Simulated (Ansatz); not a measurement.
**Tl2PdF4, from a guessed structure to a relaxed one**

This structure for Tl2PdF4 is made up. Its elements were placed in a known structure type with a cell scaled to their sizes. What cell does the guess relax to, and how far off was it?

Method: DFT, PBEsol, plane-wave PAW, files of the set soft_1, scalar-relativistic, no spin, cell and ions relaxed at zero pressure; PAW set soft_1, in the first sound run; inputs show where later runs differ, in Ansatz 0.2.0.

## Step 1: Set-up

Symmetry: I4/mmm, No. 139, tetragonal system. Conventional cell: a = 3.992 Å, b = 3.992 Å, c = 13.303 Å, α = 90.00°, β = 90.00°, γ = 90.00°. Nearest to Tl lie 9 F at 2.75 to 2.82 Å. Pd has 6 F at 1.96 to 2.00 Å nearest. Nearest to F lie 1 Pd at 1.96 Å. F has 2 Pd at 2.00 Å nearest. Farther neighbours and most contacts between anions are not listed.

## Step 2: Relaxing cell and atoms

The guessed cell has no reason to be at equilibrium. It is relaxed with the atoms, within the space group of the guess.

Input file input.yaml:

```yaml
crystal:
  lattice:
    - [-1.996, 1.996, 6.6515]
    - [1.996, -1.996, 6.6515]
    - [1.996, 1.996, -6.6515]
  atoms:
    - { symbol: Tl, position: [0.3574, 0.3574, 0.0] }
    - { symbol: Tl, position: [0.6426, 0.6426, 0.0] }
    - { symbol: Pd, position: [0.0, 0.0, 0.0] }
    - { symbol: F, position: [0.1474, 0.1474, 0.0] }
    - { symbol: F, position: [0.8526, 0.8526, 0.0] }
    - { symbol: F, position: [0.5, 0.0, 0.5] }
    - { symbol: F, position: [0.0, 0.5, 0.5] }
kpoints:
  mp_grid: { grid: [9, 9, 9] }
scf:
  occupations: { method: fermi_dirac, width: 0.05 }
hamiltonian:
  xc: pbesol
  pseudopotentials: { kind: paw, azcp: { folder: soft_1 }, xc_functional: pbe }
relax:
  f_tol: 0.015
  max_steps: 70
  cell: {}
output:
  forces: true
  stress: true
```

The run is started by

```sh
$ ansatz run input.yaml --threads 4 --pin off --max-ram 10240MiB --backend cpu --events-out ev --progress --plain --runs-dir out
```

Numbers of over 12 decimals in the logs are rounded to 6 here.

Log:

```text
basis.fft_grid_basis auto: the FFT boxes are laid along the combinations [[1, 0, 1], [0, 1, 1], [0, 0, 1]] of the cell's own vectors, 3.992, 3.992 and 7.226 Å long. The dense box has 27×27×50 points. Along the cell's own vectors, as sized, it would have 50×50×50, 3.43 times as many. Of the 16 symmetry operations that the crystal satisfies within crystal.symmetry.tolerance (time reversal apart; of a slab, those that k [...]
Engine: ansatz 0.2.0, x86_64-unknown-linux-gnu
Pseudopotentials: kind: paw
Pseudopotential: Tl, paw, valence charge 13, recommended cutoff 420 eV (normal), soft_1/Tl.paw.azcp
Pseudopotential: Pd, paw, valence charge 18, recommended cutoff 420 eV (normal), soft_1/Pd.paw.azcp
Pseudopotential: F, paw, valence charge 7, recommended cutoff 420 eV (normal), soft_1/F.paw.azcp
Functional definition: PBEsol
  exchange = pbesol_x
  correlation = pbesol_c
Crystal: 7 atoms, lattice volume = 105.999 Å³
Basis set: ecut = 420 eV, 2067 PW (Γ), FFT grids on a1+a3, a2+a3, a3, exchange–correlation on 54×54×100 points (8 copies of the dense FFT grid, shifted against one another)
Bands: 44, of which v1, the nominal top of the filled ones, is band 36 counted from 1 (35 counted from 0)
Symmetry: 16 space group operations
Space group: I4/mmm (ITA 139), of the structure as read, at distance tolerance 4.7e-5 Å
k-points: 75 of 729
Non-local potential: Tl, projectors of the file, l = 0: 2, l = 1: 2, l = 2: 2, l = 3: 1
Non-local potential: Pd, projectors of the file, l = 0: 2, l = 1: 2, l = 2: 2, l = 3: 1
Non-local potential: F, projectors of the file, l = 0: 2, l = 1: 2, l = 2: 1
PAW form: soft (Blöchl's): semilocal exchange-correlation on the pseudo side does not see the compensation charge
PAW frozen core: Tl, regenerated for the run's functional, and the local potential with it (the file was generated under x = pbe(κ = 0.804, μ = 0.219515), c = pbe(β = 0.066725))
PAW frozen core: Pd, regenerated for the run's functional, and the local potential with it (the file was generated under x = pbe(κ = 0.804, μ = 0.219515), c = pbe(β = 0.066725))
PAW frozen core: F, regenerated for the run's functional, and the local potential with it (the file was generated under x = pbe(κ = 0.804, μ = 0.219515), c = pbe(β = 0.066725))
PAW one-centre angular grid: Tl, 590 points (default); XC on 64 Gauss nodes
PAW one-centre angular grid: Pd, 590 points (default); XC on 64 Gauss nodes
PAW one-centre angular grid: F, 110 points (default); XC on 64 Gauss nodes
Initial density: superposition of atomic densities (chi_scale 0.1, normalization cell, long waves kept (reshape's long-wave potential 0.72 eV rms))
Initial wavefunctions: pseudopotential atomic-orbital guess
Functional: x = pbesol(κ = 0.804, μ = 0.123457), c = pbesol(β = 0.046)
SCF iter   1: F=—  HF=-32717.790048 eV  |F-HF|=—  |Δ(HF+E_count)|=         —  Δρ=2.37e-1  dr2=1.04e2  ethr=3.10e-3  ⟨swp⟩=7.2  Hψ=12804  notcnv=0  defer=1
preconditioner: auto → LDOS  [metal: Δε(μ)=0.004 eV  Ē_g=13.507 eV  σ=0.050 eV  W_gap=0.02  n_scr=32 (ndim 8)  ℏωp=28.9 eV  f_vac=0.027  D(μ)=4.59/eV (n_scr^D=32)  β→1.0]
SCF iter   2: F=—  HF=-32703.225664 eV  |F-HF|=—  |Δ(HF+E_count)|=    1.46e1  Δρ=1.03e-1  dr2=5.00e0  ethr=3.10e-3  ⟨swp⟩=4.0  Hψ=8860  notcnv=0  defer=77
SCF iter   3: F=—  HF=-32701.768554 eV  |F-HF|=—  |Δ(HF+E_count)|=    1.46e0  Δρ=2.44e-2  dr2=4.90e-1  ethr=3.10e-3  ⟨swp⟩=2.5  Hψ=6873  notcnv=0  defer=81
SCF iter   4: F=—  HF=-32701.646001 eV  |F-HF|=—  |Δ(HF+E_count)|=   1.23e-1  Δρ=7.24e-3  dr2=5.07e-2  ethr=6.80e-4  ⟨swp⟩=2.3  Hψ=6562  notcnv=0  defer=81
SCF iter   5: F=—  HF=-32701.632701 eV  |F-HF|=—  |Δ(HF+E_count)|=   1.33e-2  Δρ=2.93e-3  dr2=1.57e-2  ethr=7.04e-5  ⟨swp⟩=2.0  Hψ=5840  notcnv=0  defer=81
SCF iter   6: F=—  HF=-32701.629695 eV  |F-HF|=—  |Δ(HF+E_count)|=   3.01e-3  Δρ=1.11e-3  dr2=1.33e-3  ethr=2.18e-5  ⟨swp⟩=2.0  Hψ=5838  notcnv=0  defer=81
SCF iter   7: F=—  HF=-32701.629516 eV  |F-HF|=—  |Δ(HF+E_count)|=   1.79e-4  Δρ=2.88e-4  dr2=1.10e-4  ethr=1.85e-6  ⟨swp⟩=2.1  Hψ=5164  notcnv=0  defer=81
SCF iter   8: F=—  HF=-32701.629517 eV  |F-HF|=—  |Δ(HF+E_count)|=   6.53e-7  Δρ=1.30e-4  dr2=2.23e-5  ethr=1.53e-7  ⟨swp⟩=2.9  Hψ=5598  notcnv=0  defer=81
SCF iter   9: F=—  HF=-32701.629329 eV  |F-HF|=—  |Δ(HF+E_count)|=   1.88e-4  Δρ=6.73e-5  dr2=8.14e-6  ethr=3.10e-8  ⟨swp⟩=2.0  Hψ=3426  notcnv=0  defer=81
SCF iter  10: F=—  HF=-32701.629328 eV  |F-HF|=—  |Δ(HF+E_count)|=   1.90e-6  Δρ=3.56e-5  dr2=6.41e-7  ethr=1.13e-8  ⟨swp⟩=2.8  Hψ=5581  notcnv=0  defer=81
SCF iter  11: F=-32701.629327 eV  HF=-32701.629327 eV  |F-HF|=4.91e-8  |Δ(HF+E_count)|=   7.43e-8  Δρ=6.92e-6  dr2=6.54e-8  ethr=1.39e-10  ⟨swp⟩=4.3  Hψ=11223  notcnv=0
SCF 1 converged in 11 iterations: F = -32701.629327 eV  dr2 = 6.54e-8
  greatest PAW one-centre occupation: 1.000 electrons in one spin orbital (limit 2), on the Pd atom at site 2 (counted from 0), in its partial waves of l = 0
relax step   1: F+E_penalty+E_count = -32701.62932744 eV  Δ(F+E_penalty+E_count) = +0.000e0 eV  max|allowed force component| = 1.745e0 eV/Å  Δτ_max = 0.0000 Å  P = +17.850 GPa  Ω = 105.999 Å³  (11 SCF iters, dr2 threshold 1.00e-7 eV, accepted)
Crystal: 7 atoms, lattice volume = 120.743 Å³
Basis set: ecut = 420 eV, 2315 PW (Γ), FFT grids on a1+a3, a2+a3, a3, exchange–correlation on 54×54×100 points (8 copies of the dense FFT grid, shifted against one another)
Initial density: handed on by an earlier stage of this run
Initial wavefunctions: those handed on with the density
iter 1 solved again at ethr=6.03e-4 eV; its pass at ethr=3.10e-3 eV (dr2=4.34e-1 eV) is discarded
SCF iter   1: F=—  HF=-32702.643135 eV  |F-HF|=—  |Δ(HF+E_count)|=         —  Δρ=1.51e-2  dr2=4.33e-1  ethr=6.03e-4  ⟨swp⟩=1.6  Hψ=17287  notcnv=0
preconditioner: auto → LDOS  [metal: Δε(μ)=0.015 eV  Ē_g=13.031 eV  σ=0.050 eV  W_gap=0.07  n_scr=32 (ndim 8)  ℏωp=27.0 eV  f_vac=0.066  D(μ)=2.27/eV (n_scr^D=12)  β→1.0]
SCF iter   2: F=—  HF=-32702.586246 eV  |F-HF|=—  |Δ(HF+E_count)|=   5.69e-2  Δρ=1.70e-2  dr2=3.72e-1  ethr=6.02e-4  ⟨swp⟩=3.2  Hψ=6714  notcnv=0
SCF iter   3: F=—  HF=-32702.477084 eV  |F-HF|=—  |Δ(HF+E_count)|=   1.09e-1  Δρ=2.87e-3  dr2=1.24e-2  ethr=5.17e-4  ⟨swp⟩=3.0  Hψ=6755  notcnv=0  defer=81
SCF iter   4: F=—  HF=-32702.473726 eV  |F-HF|=—  |Δ(HF+E_count)|=   3.36e-3  Δρ=6.47e-4  dr2=7.19e-4  ethr=1.72e-5  ⟨swp⟩=2.1  Hψ=5860  notcnv=0  defer=81
SCF iter   5: F=—  HF=-32702.473547 eV  |F-HF|=—  |Δ(HF+E_count)|=   1.79e-4  Δρ=2.51e-4  dr2=5.34e-5  ethr=9.98e-7  ⟨swp⟩=2.0  Hψ=5124  notcnv=0  defer=81
[...]
SCF iter   8: F=-32702.583935 eV  HF=-32702.583935 eV  |F-HF|=4.98e-8  |Δ(HF+E_count)|=   6.23e-8  Δρ=1.92e-5  dr2=2.13e-7  ethr=9.72e-10  ⟨swp⟩=4.3  Hψ=10998  notcnv=0
SCF 3 converged in 8 iterations: F = -32702.583935 eV  dr2 = 2.13e-7
relax step   3: F+E_penalty+E_count = -32702.58393528 eV  Δ(F+E_penalty+E_count) = -1.105e-1 eV  max|allowed force component| = 1.215e-1 eV/Å  Δτ_max = 0.0990 Å  P = +0.288 GPa  Ω = 122.510 Å³  energy of the carried Pulay correction = -2.887e-2 eV  (8 SCF iters, dr2 threshold 7.00e-7 eV, accepted)
[... from here on, the SCF cycles and remarks between the steps are left out ...]
relax step   4: F+E_penalty+E_count = -32702.59403339 eV  Δ(F+E_penalty+E_count) = -1.010e-2 eV  max|allowed force component| = 6.354e-2 eV/Å  Δτ_max = 0.0218 Å  P = -0.105 GPa  Ω = 122.606 Å³  energy of the carried Pulay correction = -2.903e-2 eV  (7 SCF iters, dr2 threshold 7.00e-7 eV, accepted)
relax step   5: F+E_penalty+E_count = -32702.60044191 eV  Δ(F+E_penalty+E_count) = -6.409e-3 eV  max|allowed force component| = 3.751e-2 eV/Å  Δτ_max = 0.0235 Å  P = -0.163 GPa  Ω = 122.082 Å³  energy of the carried Pulay correction = -2.818e-2 eV  (7 SCF iters, dr2 threshold 7.00e-7 eV, accepted)
relax step   6: F+E_penalty+E_count = -32702.60108220 eV  Δ(F+E_penalty+E_count) = -6.403e-4 eV  max|allowed force component| = 2.540e-3 eV/Å  Δτ_max = 0.0025 Å  P = +0.001 GPa  Ω = 121.880 Å³  energy of the carried Pulay correction = -2.785e-2 eV  (5 SCF iters, dr2 threshold 2.23e-7 eV, accepted)
relax step   7: F+E_penalty+E_count = -32702.68870504 eV  Δ(F+E_penalty+E_count) = -8.762e-2 eV  max|allowed force component| = 2.956e-3 eV/Å  Δτ_max = 0.0000 Å  P = +1.158 GPa  Ω = 121.880 Å³  stress off target by 1.49e0 GPa  SCF on the basis re-selected at this cell (its energy is not comparable with the rows above)  (9 SCF iters)
relax step   8: F+E_penalty+E_count = -32702.69909815 eV  Δ(F+E_penalty+E_count) = -1.039e-2 eV  max|allowed force component| = 1.765e-2 eV/Å  Δτ_max = 0.0173 Å  P = +0.179 GPa  Ω = 124.268 Å³  energy of the carried Pulay correction = -4.388e-3 eV  (6 SCF iters, dr2 threshold 7.00e-7 eV, accepted)
relax step   9: F+E_penalty+E_count = -32702.69860661 eV  Δ(F+E_penalty+E_count) = +4.915e-4 eV  max|allowed force component| = 9.900e-3 eV/Å  Δτ_max = 0.0081 Å  P = -0.018 GPa  Ω = 124.694 Å³  energy of the carried Pulay correction = -5.257e-3 eV  (6 SCF iters, dr2 threshold 1.16e-7 eV, accepted)
relax step  10: F+E_penalty+E_count = -32702.70463605 eV  Δ(F+E_penalty+E_count) = -6.029e-3 eV  max|allowed force component| = 9.862e-3 eV/Å  Δτ_max = 0.0000 Å  P = +0.009 GPa  Ω = 124.694 Å³  stress off target by 7.58e-2 GPa  SCF on the basis re-selected at this cell (its energy is not comparable with the rows above)  (7 SCF iters)
relax step  11: F+E_penalty+E_count = -32702.70465908 eV  Δ(F+E_penalty+E_count) = -2.303e-5 eV  max|allowed force component| = 6.541e-4 eV/Å  Δτ_max = 0.0014 Å  P = +0.000 GPa  Ω = 124.721 Å³  energy of the carried Pulay correction = -4.922e-5 eV  (5 SCF iters, dr2 threshold 1.44e-8 eV, accepted)
iter 1 solved again at ethr=4.09e-7 eV; its pass at ethr=3.10e-3 eV (dr2=2.95e-4 eV) is discarded
SCF iter   1: F=—  HF=-32702.704746 eV  |F-HF|=—  |Δ(HF+E_count)|=         —  Δρ=9.41e-6  dr2=1.91e-8  ethr=4.09e-7  ⟨swp⟩=3.0  Hψ=19447  notcnv=0
eigensolver tolerance schedule: the retry pair's looser diagonalisation over-reported the residual by 15393.11 of it (diagonalisation noise at an unbounded share of the residual, at the tolerance the schedule requests for it); recorded, not acted on — ethr = c·dr2/N_el stays at c = 1.0e-1
preconditioner: auto → LDOS  [metal: Δε(μ)=0.072 eV  Ē_g=12.822 eV  σ=0.050 eV  W_gap=0.34  n_scr=32 (ndim 8)  ℏωp=26.6 eV  f_vac=0.091  D(μ)=1.19/eV (n_scr^D=2)  β→1.0]
SCF iter   2: F=—  HF=-32702.704715 eV  |F-HF|=—  |Δ(HF+E_count)|=   3.09e-5  Δρ=6.47e-6  dr2=2.15e-8  ethr=2.66e-11  ⟨swp⟩=3.0  Hψ=8295  notcnv=0
SCF iter   3: F=—  HF=-32702.704715 eV  |F-HF|=—  |Δ(HF+E_count)|=   4.33e-9  Δρ=1.79e-6  dr2=1.22e-9  ethr=2.66e-11  ⟨swp⟩=2.0  Hψ=5766  notcnv=0
SCF iter   4: F=—  HF=-32702.704715 eV  |F-HF|=—  |Δ(HF+E_count)|=  4.26e-10  Δρ=7.89e-7  dr2=3.91e-10  ethr=1.70e-12  ⟨swp⟩=2.0  Hψ=5515  notcnv=0
SCF iter   5: F=—  HF=-32702.704715 eV  |F-HF|=—  |Δ(HF+E_count)|=  1.09e-11  Δρ=4.51e-7  dr2=1.11e-10  ethr=1.00e-12  ⟨swp⟩=2.0  Hψ=5527  notcnv=0
SCF iter   6: F=-32702.704715 eV  HF=-32702.704715 eV  |F-HF|=3.64e-12  |Δ(HF+E_count)|=  1.82e-11  Δρ=6.02e-8  dr2=3.44e-12  ethr=1.00e-12  ⟨swp⟩=4.0  Hψ=10150  notcnv=0
SCF 12 converged in 6 iterations: F = -32702.704715 eV  dr2 = 3.44e-12
relax step  12: F+E_penalty+E_count = -32702.70471490 eV  Δ(F+E_penalty+E_count) = -5.582e-5 eV  max|allowed force component| = 6.624e-4 eV/Å  Δτ_max = 0.0000 Å  P = +0.001 GPa  Ω = 124.721 Å³  stress off target by 6.24e-3 GPa  SCF on the basis re-selected at this cell (its energy is not comparable with the rows above)  (6 SCF iters)
basis re-selected at this cell: Δ(F+E_penalty+E_count) = -5.582e-5 eV, ΔP = +0.000 GPa vs the last step (what re-selecting the basis moved, of the pressure what is left beyond the Pulay correction that the steps carried, after the strain that the cell walked since its last selection, with what the two solves' SCF thresholds leave and, on support functions, any second-order correction that the steps lacked; it is no m [...]
SCF converged after 6 iterations
Free energy (F): -32702.704715 eV
Harris-Foulkes:  -32702.704715 eV  (|F-HF|=3.64e-12)
Internal energy: -32702.694213 eV  (E = F + TS)
E sigma→0 (E₀):  -32702.699464 eV
Entropy (-TS):   -0.010502 eV (-1.500 meV/atom)
Fermi energy:    7.532723 eV
--- Per-component energies (eV) ---
  E_band       = -478.367013
  E_kinetic    = 1760.321888
  E_local      = -7848.994618  (includes V_loc(G=0)·N_el)
  E_nonlocal   = 1361.872816
  E_hartree    = 3124.701566
  E_xc         = -808.359457
  E_vxc        = -809.993484  (∫ρ·V_xc dr)
  E_paw        = -24608.052043  (= ΣΔE_a)
  E_vpaw       = -1190.979552  (= ΣTr[D̂ρ^β])
  E_aug_tail   = 0.002845  (compensation charges beyond the density's cutoff)
  E_ewald      = -5684.736171
  E_core_change = 0.548961  (= ΣΔE_core)
  E_smearing   = -0.010502  (= −TS)
  E_closure    = -0.000000  (closes the sum)
  Σ components = -32702.704715   (vs F -32702.704715, Δ=0.00e0)
--- Forces (eV/Å), atoms counted from 1 ---
  atom   1  Tl    -0.00000000     0.00000000     0.00011563
  atom   2  Tl     0.00000000    -0.00000000    -0.00011563
  atom   3  Pd    -0.00000000    -0.00000000    -0.00000000
  atom   4  F      0.00000000     0.00000000     0.00066236
  atom   5  F      0.00000000     0.00000000    -0.00066236
  atom   6  F      0.00000000     0.00000000    -0.00000000
  atom   7  F      0.00000000    -0.00000000    -0.00000000
  max |Σ_I F_I| component: 2.17e-18 eV/Å
--- Stress (GPa, compression-positive) ---
        0.004018       0.000000      -0.000000
        0.000000       0.004018      -0.000000
       -0.000000      -0.000000      -0.006244
  P = ⅓ Tr σ = 0.0006 GPa (0.006 kbar)
--- Relaxed structure (9 steps of the walk, 9 accepted, 3 SCFs on fresh bases) ---
  F+E_penalty+E_count = -32702.70471490 eV   max|allowed force component| = 6.624e-4 eV/Å   (the final SCF, on the basis selected at the relaxed cell)
  cell:  # Å, volume = 124.7214 Å³
    - [-2.175944, 2.175944, 6.585450]
    - [2.175944, -2.175944, 6.585450]
    - [2.175944, 2.175944, -6.585450]
  atoms:
    - { symbol: Tl, position: [0.358710, 0.358710, 0] }
    - { symbol: Tl, position: [0.641290, 0.641290, 0] }
    - { symbol: Pd, position: [-9.68692569353787e-19, -9.686925693537863e-19, 0] }
    - { symbol: F, position: [0.155250, 0.155250, 0] }
    - { symbol: F, position: [0.844750, 0.844750, 0] }
    - { symbol: F, position: [0.500000, -9.686925693537864e-19, 0.500000] }
    - { symbol: F, position: [-9.686925693537868e-19, 0.500000, 0.500000] }
```

Elapsed: 44 s, on 4 threads of Intel Xeon at 2.60GHz (Ice Lake), shared host; peak memory 0.72 GiB.

The steps of the relaxation:

```
step  energy less that of the first step (eV)  largest force component (eV/Å)  pressure (GPa)  volume (Å³)
   1                                   0.0000                          1.7452           17.85       106.00
   2                                  -0.8441                          0.6977            2.23       120.74
   3                                  -0.9546                          0.1215            0.29       122.51
   4                                  -0.9647                          0.0635           -0.11       122.61
   5                                  -0.9711                          0.0375           -0.16       122.08
   6                                  -0.9718                          0.0025            0.00       121.88
  7*                                  -1.0594                          0.0030            1.16       121.88
   8                                  -1.0698                          0.0177            0.18       124.27
   9                                  -1.0693                          0.0099           -0.02       124.69
 10*                                  -1.0753                          0.0099            0.01       124.69
  11                                  -1.0753                          0.0007            0.00       124.72
 12*                                  -1.0754                          0.0007            0.00       124.72
```

Relaxation steps marked * repeat the geometry before them on a plane-wave basis chosen anew for their cell, so energy and pressure can jump there.

Forces are held to the 16 operations that the run works with; a distortion that breaks them can't arise in this run.

```csv
"conventional cell, symmetrised",before,after,change
a (Å),3.992,4.352,+9.0 %
b (Å),3.992,4.352,+9.0 %
c (Å),13.303,13.171,-1.0 %
volume (Å³/atom),15.14,17.82,+17.7 %
```

The atoms that moved most (Å, as changes of fractional coordinates times the final cell):

```csv
atom,dx,dy,dz,length
F5,0.000,0.000,-0.103,0.103
F4,0.000,0.000,0.103,0.103
Tl1,0.000,0.000,0.017,0.017
Tl2,0.000,0.000,-0.017,0.017
```

This step gave:

```yaml
free_energy: -32702.7047 eV
energy_at_zero_smearing: -32702.6995 eV
smearing_term_ts: 0.01050 eV
fermi_energy: 7.533 eV
electrons: 72
symmetry_operations: 16
pressure: 5.97e-4 GPa
```

Shortest distances by pair of elements, guess and relaxed (not always the same contact):

```csv
pair,guess (Å),relaxed (Å)
F–Pd,1.961,2.045
F–Tl,2.754,2.680
F–F,2.798,2.986
Pd–Tl,3.401,3.596
Tl–Tl,3.794,3.722
```

The relaxation ends with a largest force component of 6.6e-4 eV/Å and a pressure of 0.00 GPa.

[end of part 1 of 2]

[Logs are printed without paths, hosts, clocks, repeated set-up lines and the standing remarks that a program may print on its own settings, such as how far it seeks lower states.]

[Hosts, paths, dates, database ids (printed as entryN), source tags and the programs' standing remarks are cut or masked in the printed files.]
